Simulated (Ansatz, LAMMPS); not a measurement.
## Glassy 65SiO2-29K2O-6TiO2 (mol %) (93 atoms): a reference run and its variants

Density of this cell: 2.52 g/cm³. The cell holds 93 atoms: 20 Si, 18 K, 2 Ti and 53 O. Its edges and angles: a = 11.331 Å, b = 11.331 Å, c = 11.331 Å, α = 90.0°, β = 90.0°, γ = 90.0°. 93 atoms (20 Si, 18 K, 2 Ti, 53 O) placed at random at 2.48 g/cm³, melted at 4000 K for 10 ps at fixed volume with the Morse and Coulomb pair potential with partial charges (Pedone, Malavasi, Menziani, Cormack and Segre, J. Phys. Chem. B 110, 11780 (2006)). Quenched from 4000 K to 300 K at 50 K/ps and fixed volume, held 10 ps at zero pressure.

Geometry: as built.

Reference run: Kohn-Sham DFT, PBE, PAW (set soft_2), plane waves (Ansatz 0.2.0), cutoff 420 eV, Γ point, fixed occupations.

| Property | Result |
| --- | --- |
| r.m.s. force component | 1.287 eV/Å |
| pressure | 5.832 GPa |
| gap (highest filled to lowest empty level) | 1.456 eV |
| SCF cycles | 11 |
| time | 29 s on 4 threads of Arm Neoverse V1, shared host |

Variants, in no order:
A. support functions medium, spacing 0.275 Å
B. support functions medium, spacing 0.33 Å
C. support functions medium

Q: Order the variants from the smallest to the largest r.m.s. change of the forces.

C, A, B.

| variant | Δ force, r.m.s. (meV/Å) | share of r.m.s. force (%) |
| --- | --- | --- |
| C. support functions medium | 0.514 | 0.0399 |
| A. support functions medium, spacing 0.275 Å | 4.42 | 0.344 |
| B. support functions medium, spacing 0.33 Å | 49.1 | 3.81 |

[Hosts, paths, dates, database ids (printed as entryN), source tags and the programs' standing remarks are cut or masked in the printed files.]
